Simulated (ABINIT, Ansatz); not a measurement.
# Iridium (Fm-3m): from the cell to the phonon bands, part 3 of 4

How does Iridium (Fm-3m) vibrate, and is this structure a minimum?

ABINIT 10.8.3; DFT PBE, scalar-relativistic, plane waves, PseudoDojo norm-conserving pseudopotentials.

So far. Step 3 (Relaxation): The volume changes by +3.1 % in this run and stands +3.1 % from the first cell. Step 4 (Self-consistent run for the response): The cell stands at -0.87 GPa: the relaxation ran with a smoothed and higher cutoff, and the difference is a stress of the finite basis. The relaxed cell has a = 3.870 Å (conventional setting).

The database entry behind the starting cell differs from later determinations by our own check (0.1 to 0.3 % short, probably kX units), so it need not match the best structure at ambient conditions.

## Step 7: Interpolated phonon bands

anaddb transforms the dynamical matrices to force constants and back along the path; points of the mesh come back as solved, but for the sum rule and, in polar crystals, the LO-TO term at Γ; the rest is interpolation.

File anaddb.abi:

```
ddb_filepath "all_DDB"
output_file "anaddb.abo"
outdata_prefix "anaddb"
ifcflag 1
ngqpt 4 4 4
nqshft 1
q1shft 0.0 0.0 0.0
asr 1
chneut 0
dipdip 0
dipquad 0
quadquad 0
enunit 0
eivec 0
nph1l 62
qph1l 
    0.0 0.0 0.0 1.0
    0.05 0.0 0.05 1.0
    0.1 0.0 0.1 1.0
    0.15 0.0 0.15 1.0
    0.2 0.0 0.2 1.0
    0.25 0.0 0.25 1.0
    0.3 0.0 0.3 1.0
    0.35 0.0 0.35 1.0
    0.4 0.0 0.4 1.0
    0.45 0.0 0.45 1.0
    0.5 0.0 0.5 1.0
    0.5125 0.025 0.5125 1.0
    0.525 0.05 0.525 1.0
    0.5375 0.075 0.5375 1.0
    0.55 0.1 0.55 1.0
    0.5625 0.125 0.5625 1.0
    0.575 0.15 0.575 1.0
    0.5875 0.175 0.5875 1.0
    0.6 0.2 0.6 1.0
    0.6125 0.225 0.6125 1.0
    0.625 0.25 0.625 1.0
    0.375 0.375 0.75 1.0
    0.3375 0.3375 0.675 1.0
    0.3 0.3 0.6 1.0
    0.2625 0.2625 0.525 1.0
    0.225 0.225 0.45 1.0
    0.1875 0.1875 0.375 1.0
    0.15 0.15 0.3 1.0
    0.1125 0.1125 0.225 1.0
    0.075 0.075 0.15 1.0
    0.0375 0.0375 0.075 1.0
    0.0 0.0 0.0 1.0
    0.05 0.05 0.05 1.0
    0.1 0.1 0.1 1.0
    0.15 0.15 0.15 1.0
    0.2 0.2 0.2 1.0
    0.25 0.25 0.25 1.0
    0.3 0.3 0.3 1.0
    0.35 0.35 0.35 1.0
    0.4 0.4 0.4 1.0
    0.45 0.45 0.45 1.0
    0.5 0.5 0.5 1.0
    0.5 0.475 0.525 1.0
    0.5 0.45 0.55 1.0
    0.5 0.425 0.575 1.0
    0.5 0.4 0.6 1.0
    0.5 0.375 0.625 1.0
    0.5 0.35 0.65 1.0
    0.5 0.325 0.675 1.0
    0.5 0.3 0.7 1.0
    0.5 0.275 0.725 1.0
    0.5 0.25 0.75 1.0
    0.5 0.225 0.725 1.0
    0.5 0.2 0.7 1.0
    0.5 0.175 0.675 1.0
    0.5 0.15 0.65 1.0
    0.5 0.125 0.625 1.0
    0.5 0.1 0.6 1.0
    0.5 0.075 0.575 1.0
    0.5 0.05 0.55 1.0
    0.5 0.025 0.525 1.0
    0.5 0.0 0.5 1.0
```

File mrgddb.in:

```
all_DDB
merged
8
dfpt_gammao_DDB
dfpt_qo_DS1_DDB
dfpt_qo_DS2_DDB
dfpt_qo_DS3_DDB
dfpt_qo_DS4_DDB
dfpt_qo_DS5_DDB
dfpt_qo_DS6_DDB
dfpt_qo_DS7_DDB
```

Launch:

```
$ mrgddb < mrgddb.in > mrgddb.log
$ OMP_NUM_THREADS=1 anaddb anaddb.abi > anaddb.log
```

anaddb.abo, the main output file:

```text
[banners, grids, parts of the stress and lines that vanish by symmetry left out]
-outvars_anaddb: echo values of input variables ----------------------

 Flags :
[...]
Phonon wavevector (reduced coordinates) :  0.00000  0.00000  0.00000
 Phonon energies in Hartree :
[...]
Phonon frequencies in cm-1    :
-  0.000000E+00  0.000000E+00  0.000000E+00
[...]
Phonon wavevector (reduced coordinates) :  0.05000  0.00000  0.05000
 Phonon energies in Hartree :
[...]
Phonon frequencies in cm-1    :
-  2.312579E+01  2.312579E+01  4.474548E+01
[...]
Phonon wavevector (reduced coordinates) :  0.10000  0.00000  0.10000
 Phonon energies in Hartree :
[...]
Phonon frequencies in cm-1    :
-  4.624542E+01  4.624542E+01  8.674471E+01
[...]
Phonon wavevector (reduced coordinates) :  0.15000  0.00000  0.15000
 Phonon energies in Hartree :
[...]
Phonon frequencies in cm-1    :
-  6.872551E+01  6.872551E+01  1.233234E+02
[...]
Phonon wavevector (reduced coordinates) :  0.20000  0.00000  0.20000
 Phonon energies in Hartree :
[...]
Phonon frequencies in cm-1    :
-  8.929814E+01  8.929814E+01  1.521553E+02
  Phonon wavevector (reduced coordinates) :  0.25000  0.00000  0.25000
 Phonon energies in Hartree :
[...]
Phonon frequencies in cm-1    :
-  1.066330E+02  1.066330E+02  1.717570E+02
  Phonon wavevector (reduced coordinates) :  0.30000  0.00000  0.30000
 Phonon energies in Hartree :
[...]
Phonon frequencies in cm-1    :
-  1.199717E+02  1.199717E+02  1.820055E+02
  Phonon wavevector (reduced coordinates) :  0.35000  0.00000  0.35000
 Phonon energies in Hartree :
[...]
Phonon frequencies in cm-1    :
-  1.293631E+02  1.293631E+02  1.844105E+02
  Phonon wavevector (reduced coordinates) :  0.40000  0.00000  0.40000
 Phonon energies in Hartree :
[...]
Phonon frequencies in cm-1    :
-  1.354035E+02  1.354035E+02  1.819387E+02
  Phonon wavevector (reduced coordinates) :  0.45000  0.00000  0.45000
 Phonon energies in Hartree :
[...]
Phonon frequencies in cm-1    :
-  1.387556E+02  1.387556E+02  1.782901E+02
  Phonon wavevector (reduced coordinates) :  0.50000  0.00000  0.50000
 Phonon energies in Hartree :
[...]
Phonon frequencies in cm-1    :
-  1.398315E+02  1.398315E+02  1.766482E+02
  Phonon wavevector (reduced coordinates) :  0.51250  0.02500  0.51250
 Phonon energies in Hartree :
[...]
Phonon frequencies in cm-1    :
-  1.397986E+02  1.399630E+02  1.764566E+02
  Phonon wavevector (reduced coordinates) :  0.52500  0.05000  0.52500
 Phonon energies in Hartree :
[...]
Phonon frequencies in cm-1    :
-  1.396996E+02  1.403576E+02  1.758862E+02
  Phonon wavevector (reduced coordinates) :  0.53750  0.07500  0.53750
 Phonon energies in Hartree :
[...]
Phonon frequencies in cm-1    :
-  1.395326E+02  1.410152E+02  1.749506E+02
[...]
Phonon wavevector (reduced coordinates) :  0.50000  0.17500  0.67500
 Phonon energies in Hartree :
[...]
Phonon frequencies in cm-1    :
-  1.450064E+02  1.455864E+02  1.620456E+02
  Phonon wavevector (reduced coordinates) :  0.50000  0.15000  0.65000
 Phonon energies in Hartree :
[...]
Phonon frequencies in cm-1    :
-  1.432392E+02  1.444658E+02  1.652405E+02
  Phonon wavevector (reduced coordinates) :  0.50000  0.12500  0.62500
 Phonon energies in Hartree :
[...]
Phonon frequencies in cm-1    :
-  1.418988E+02  1.432770E+02  1.682782E+02
  Phonon wavevector (reduced coordinates) :  0.50000  0.10000  0.60000
 Phonon energies in Hartree :
[...]
Phonon frequencies in cm-1    :
-  1.409619E+02  1.421458E+02  1.710317E+02
  Phonon wavevector (reduced coordinates) :  0.50000  0.07500  0.57500
 Phonon energies in Hartree :
[...]
Phonon frequencies in cm-1    :
-  1.403682E+02  1.411758E+02  1.733653E+02
  Phonon wavevector (reduced coordinates) :  0.50000  0.05000  0.55000
 Phonon energies in Hartree :
[...]
Phonon frequencies in cm-1    :
-  1.400346E+02  1.404408E+02  1.751473E+02
  Phonon wavevector (reduced coordinates) :  0.50000  0.02500  0.52500
 Phonon energies in Hartree :
[...]
Phonon frequencies in cm-1    :
-  1.398765E+02  1.399854E+02  1.762664E+02
  Phonon wavevector (reduced coordinates) :  0.50000  0.00000  0.50000
 Phonon energies in Hartree :
[...]
Phonon frequencies in cm-1    :
-  1.398315E+02  1.398315E+02  1.766482E+02
-
```

The job ended after 0.54 s (1 thread of Arm Neoverse V1, shared host).

Read from the output:

| Property | Result |
| --- | --- |
| lowest frequency on the path | 0 cm⁻¹ |

Anaddb. Phonon branches along the path, in cm⁻¹:

| point | branch 1 | branch 2 | branch 3 |
| --- | --- | --- | --- |
| Γ | 0 | 0 | 0 |
| halfway | 107 | 107 | 172 |
| X | 140 | 140 | 177 |
| halfway | 139 | 143 | 172 |
| U | 136 | 153 | 161 |
| jump to K | 136 | 153 | 161 |
| halfway | 99 | 107 | 170 |
| Γ | 0 | 0 | 0 |
| halfway | 81 | 81 | 158 |
| L | 107 | 107 | 188 |
| halfway | 126 | 136 | 173 |
| W | 147 | 153 | 153 |
| halfway | 142 | 143 | 168 |
| X | 140 | 140 | 177 |

The phonon branches as a text plot (rows in cm⁻¹):

```
    185 |       ****                          *******
    177 |           ***      ***                     **        **
    169 |      *       **   *   *            *         *     **
    161 |                ***                *           *   *
    153 |    **          ***     *                       ***
    145 |              **   *                          ********
    137 |         *********                *          * *     ***
    130 |        *         ****   **                 ***
    122 |   *   *            ***                    **
    114 |                      *                   **
    106 |      *                *         *    ****
     98 |                       *             *
     90 |  * **                  *  *        *
     82 |                        *          *
     75 |                                *
     67 |   *                     **       *
     59 |
     51 |                           **    *
     43 | **                        *   *
     35 |                                *
     27 |                            *
     20 | *                          *  *
     12 |
      4 |*                            **
         Γ           X  U|K            Γ         L        W     X
```

All branches are real along the path.

## Step 8: Density of states

Sums over the zone need many more wavevectors than were solved, so the interpolation is sampled on a dense mesh.

File anaddb.abi:

```
ddb_filepath "all_DDB"
output_file "anaddb.abo"
outdata_prefix "anaddb"
ifcflag 1
ngqpt 4 4 4
nqshft 1
q1shft 0.0 0.0 0.0
asr 1
chneut 0
dipdip 0
dipquad 0
quadquad 0
prtdos 2
ng2qpt 20 20 20
dosdeltae 4.5563e-06
ntemper 11
temperinc 100.0
tempermin 0.0
```

Launch:

```
$ OMP_NUM_THREADS=1 anaddb anaddb.abi > anaddb.log
```

anaddb.abo, the main output file:

```text
[banners, grids, parts of the stress and lines that vanish by symmetry left out]
-outvars_anaddb: echo values of input variables ----------------------

 Flags :
     ifcflag         1
 Miscellaneous information :
         asr         1
      chneut         0
 Interatomic Force Constants Inputs :
      dipdip         0
     dipquad         0
    quadquad         0
      ifcana         0
      ifcout         0
 Description of grid 1 :
        brav         1
       ngqpt         4         4         4
      nqshft         1
      q1shft
                     0.00000000E+00  0.00000000E+00  0.00000000E+00
 Phonon DOS information :
   dosdeltae  4.55630000E-06
    dossmear  4.55633525E-06
 Description of grid 2 (Fourier interp. or BZ sampling):
      ng2qpt        20        20        20
      ngrids         4
      q2shft         0.00000000E+00  0.00000000E+00  0.00000000E+00

================================================================================

 read the DDB information and perform some checks

  ==== Info on the Cryst% object ====
 Real(R)+Recip(G) space primitive vectors, cartesian coordinates (Bohr,Bohr^-1):
 R(1)=  0.0000000  3.6566795  3.6566795  G(1)= -0.1367361  0.1367361  0.1367361
 R(2)=  3.6566795  0.0000000  3.6566795  G(2)=  0.1367361 -0.1367361  0.1367361
 R(3)=  3.6566795  3.6566795  0.0000000  G(3)=  0.1367361  0.1367361 -0.1367361
 Unit cell volume ucvol=  9.7789155E+01 bohr^3
 Angles (23,13,12)=  6.00000000E+01  6.00000000E+01  6.00000000E+01 degrees
 Time-reversal symmetry is present
 Reduced atomic positions [iatom, xred, symbol]:
    1)    0.0000000  0.0000000  0.0000000  Ir

 DDB file with 8 blocks has been read.

================================================================================

 Calculation of the interatomic forces

       Homogeneous q point set in the B.Z.
 Grid q points  :       64
  1)   0.00000000E+00  0.00000000E+00  0.00000000E+00
  2)   2.50000000E-01  0.00000000E+00  0.00000000E+00
  3)   5.00000000E-01  0.00000000E+00  0.00000000E+00
  4)  -2.50000000E-01  0.00000000E+00  0.00000000E+00
  5)   0.00000000E+00  2.50000000E-01  0.00000000E+00
  6)   2.50000000E-01  2.50000000E-01  0.00000000E+00
  7)   5.00000000E-01  2.50000000E-01  0.00000000E+00
  8)  -2.50000000E-01  2.50000000E-01  0.00000000E+00
  9)   0.00000000E+00  5.00000000E-01  0.00000000E+00
 10)   2.50000000E-01  5.00000000E-01  0.00000000E+00
 11)   5.00000000E-01  5.00000000E-01  0.00000000E+00
 12)  -2.50000000E-01  5.00000000E-01  0.00000000E+00
 13)   0.00000000E+00 -2.50000000E-01  0.00000000E+00
 14)   2.50000000E-01 -2.50000000E-01  0.00000000E+00
[...]
58)   2.50000000E-01  5.00000000E-01 -2.50000000E-01
 59)   5.00000000E-01  5.00000000E-01 -2.50000000E-01
 60)  -2.50000000E-01  5.00000000E-01 -2.50000000E-01
 61)   0.00000000E+00 -2.50000000E-01 -2.50000000E-01
 62)   2.50000000E-01 -2.50000000E-01 -2.50000000E-01
 63)   5.00000000E-01 -2.50000000E-01 -2.50000000E-01
 64)  -2.50000000E-01 -2.50000000E-01 -2.50000000E-01

 The interatomic forces have been obtained

================================================================================

 Calculation of phonon density of states

 Average speed of sound partial sums:     0.1469636626E-02 (at units)
-                                   =           3.2151 [km/s]

 Debye frequency from partial sums:     0.1243359545E-02 (Ha)
-                                 =     0.8180912805E+01 (THz)
-Debye temperature from partial sums:     0.3926218911E+03 (K)

 Average speed of sound:     0.1589536223E-02 (at units)
-                      =           3.4774 [km/s]

 Debye frequency from DOS:     0.1344798436E-02 (Ha)
-                        =     0.8848348643E+01 (THz)
-Debye temperature from DOS:     0.4246537594E+03 (K)

-
```

Run time: 0.68 s. Hardware: 1 thread.

This step gave:

```
share of modes beyond 3i cm⁻¹ on the dense interpolated mesh : 0
zero-point energy per atom                                   : 25.48 meV
heat capacity at 300 K                                       : 24.03 J/(mol atoms K)
vibrational entropy at 300 K                                 : 36.62 J/(mol atoms K)
```

The phonon density of states has structure finer than the step of the table below, so its rows give means over 10 cm⁻¹, whole bins alone (the curve runs from -30 to 218 cm⁻¹). Peaks (cm⁻¹: height): 139.0: 0.0585, 177.0: 0.0679.

Tetrahedra. Phonon density of states against wavenumber; means over each step:

wavenumber (cm⁻¹), phonon density of states (1/cm⁻¹/cell) and a bar:
```
        0     0.0000 
       10     0.0000 
       20     0.0002 
       30     0.0005 
       40     0.0010 #
       50     0.0016 #
       60     0.0025 ##
       70     0.0038 ##
       80     0.0057 ####
       90     0.0088 ######
      100     0.0146 #########
      110     0.0273 ##################
      120     0.0344 ######################
      130     0.0436 ############################
      140     0.0465 ##############################
      150     0.0168 ###########
      160     0.0144 #########
      170     0.0343 ######################
      180     0.0413 ###########################
      190     0.0018 #
      200     0.0000
```

Harmonic thermodynamic functions per atom, summed over the density of states scaled to three modes an atom; melting is ignored. Thermodynamic functions:

| T (K) | F_vib (meV/atom) | S (J/mol-atom/K) | C_V (J/mol-atom/K) |
| --- | --- | --- | --- |
| 0 | 25.48 | 0 | 0 |
| 50 | 25.07 | 3.192 | 8.336 |
| 100 | 21.01 | 12.55 | 18.13 |
| 200 | -0.11 | 27.07 | 22.94 |
| 300 | -33.42 | 36.62 | 24.03 |
| 400 | -75.15 | 43.6 | 24.42 |
| 500 | -123.3 | 49.07 | 24.61 |
| 600 | -176.5 | 53.57 | 24.71 |
| 700 | -234.1 | 57.38 | 24.77 |
| 800 | -295.3 | 60.69 | 24.81 |
| 900 | -359.7 | 63.62 | 24.84 |
| 1000 | -427.1 | 66.23 | 24.86 |

At 300 K the heat capacity has reached 96 % of the Dulong-Petit value.

(Part 3 of 4 ends here.)

[Host names and launcher messages were left out of these logs when they were recorded.]

[Logs are printed without paths, hosts, clocks, repeated set-up lines and the standing remarks that a program may print on its own settings, such as how far it seeks lower states.]

[Hosts, paths, dates, database ids (printed as entryN), source tags and the programs' standing remarks are cut or masked in the printed files.]
